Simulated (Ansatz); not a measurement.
Rows from a G0W0 calculation on GaSi2P (zincblende [110] superlattice) (Pmn2_1) (Ansatz 0.2.0; G0W0 on PBEsol, plane waves, PAW; PAW set soft_1; 6×4×4 mesh, 710 empty bands, screening to 156 eV, PAW set soft_1 files), in eV. Spin-orbit coupling is left out.

The structure was built from a prototype and need not be the compound's stable phase.

```
row                       k  band  start       Σx  Σc at the solution      Vxc
  A                       Γ    c2  7.725   -6.969              -3.824  -10.904
  B                       Γ    c1  7.583   -6.611              -3.765  -10.443
  C  (-0.500, 0.000, 0.000)    c1  7.570   -6.604              -3.752  -10.419
  D                       Γ    v2  6.704  -15.546               0.770  -14.255
  E                       Γ    v1  6.738  -15.503               0.850  -14.120
  F  (-0.500, 0.000, 0.000)    v1  5.604  -14.961               1.179  -13.237
```

Work out each quasiparticle level and how far it moved.

The quasiparticle equation reads E = start + Σx + Σc(E) − Vxc.

```
row  E (eV)  shift (eV)
  A   7.836      +0.111
  B   7.649      +0.066
  C   7.633      +0.063
  D   6.183      −0.522
  E   6.205      −0.533
  F   5.059      −0.545
```

The gap over the computed points goes from 0.82 eV to 1.43 eV.

Limits: not at the basis limit; no spin-orbit coupling; coarse k mesh.

[Paths, hosts, dates, memory and timing lines, banners, echoed tables and standing remarks are left out of the program output.]

[Logs are printed without paths, hosts, clocks, repeated set-up lines and the standing remarks that a program may print on its own settings, such as how far it seeks lower states.]

[Runs of the session that timed out or met a known fault of the program may be left out.]

[Cells called generated may have been cut or substituted from an entry of the Crystallography Open Database or the Materials Project.]

[Hosts, paths, dates, database ids (printed as entryN), source tags and the programs' standing remarks are cut or masked in the printed files.]
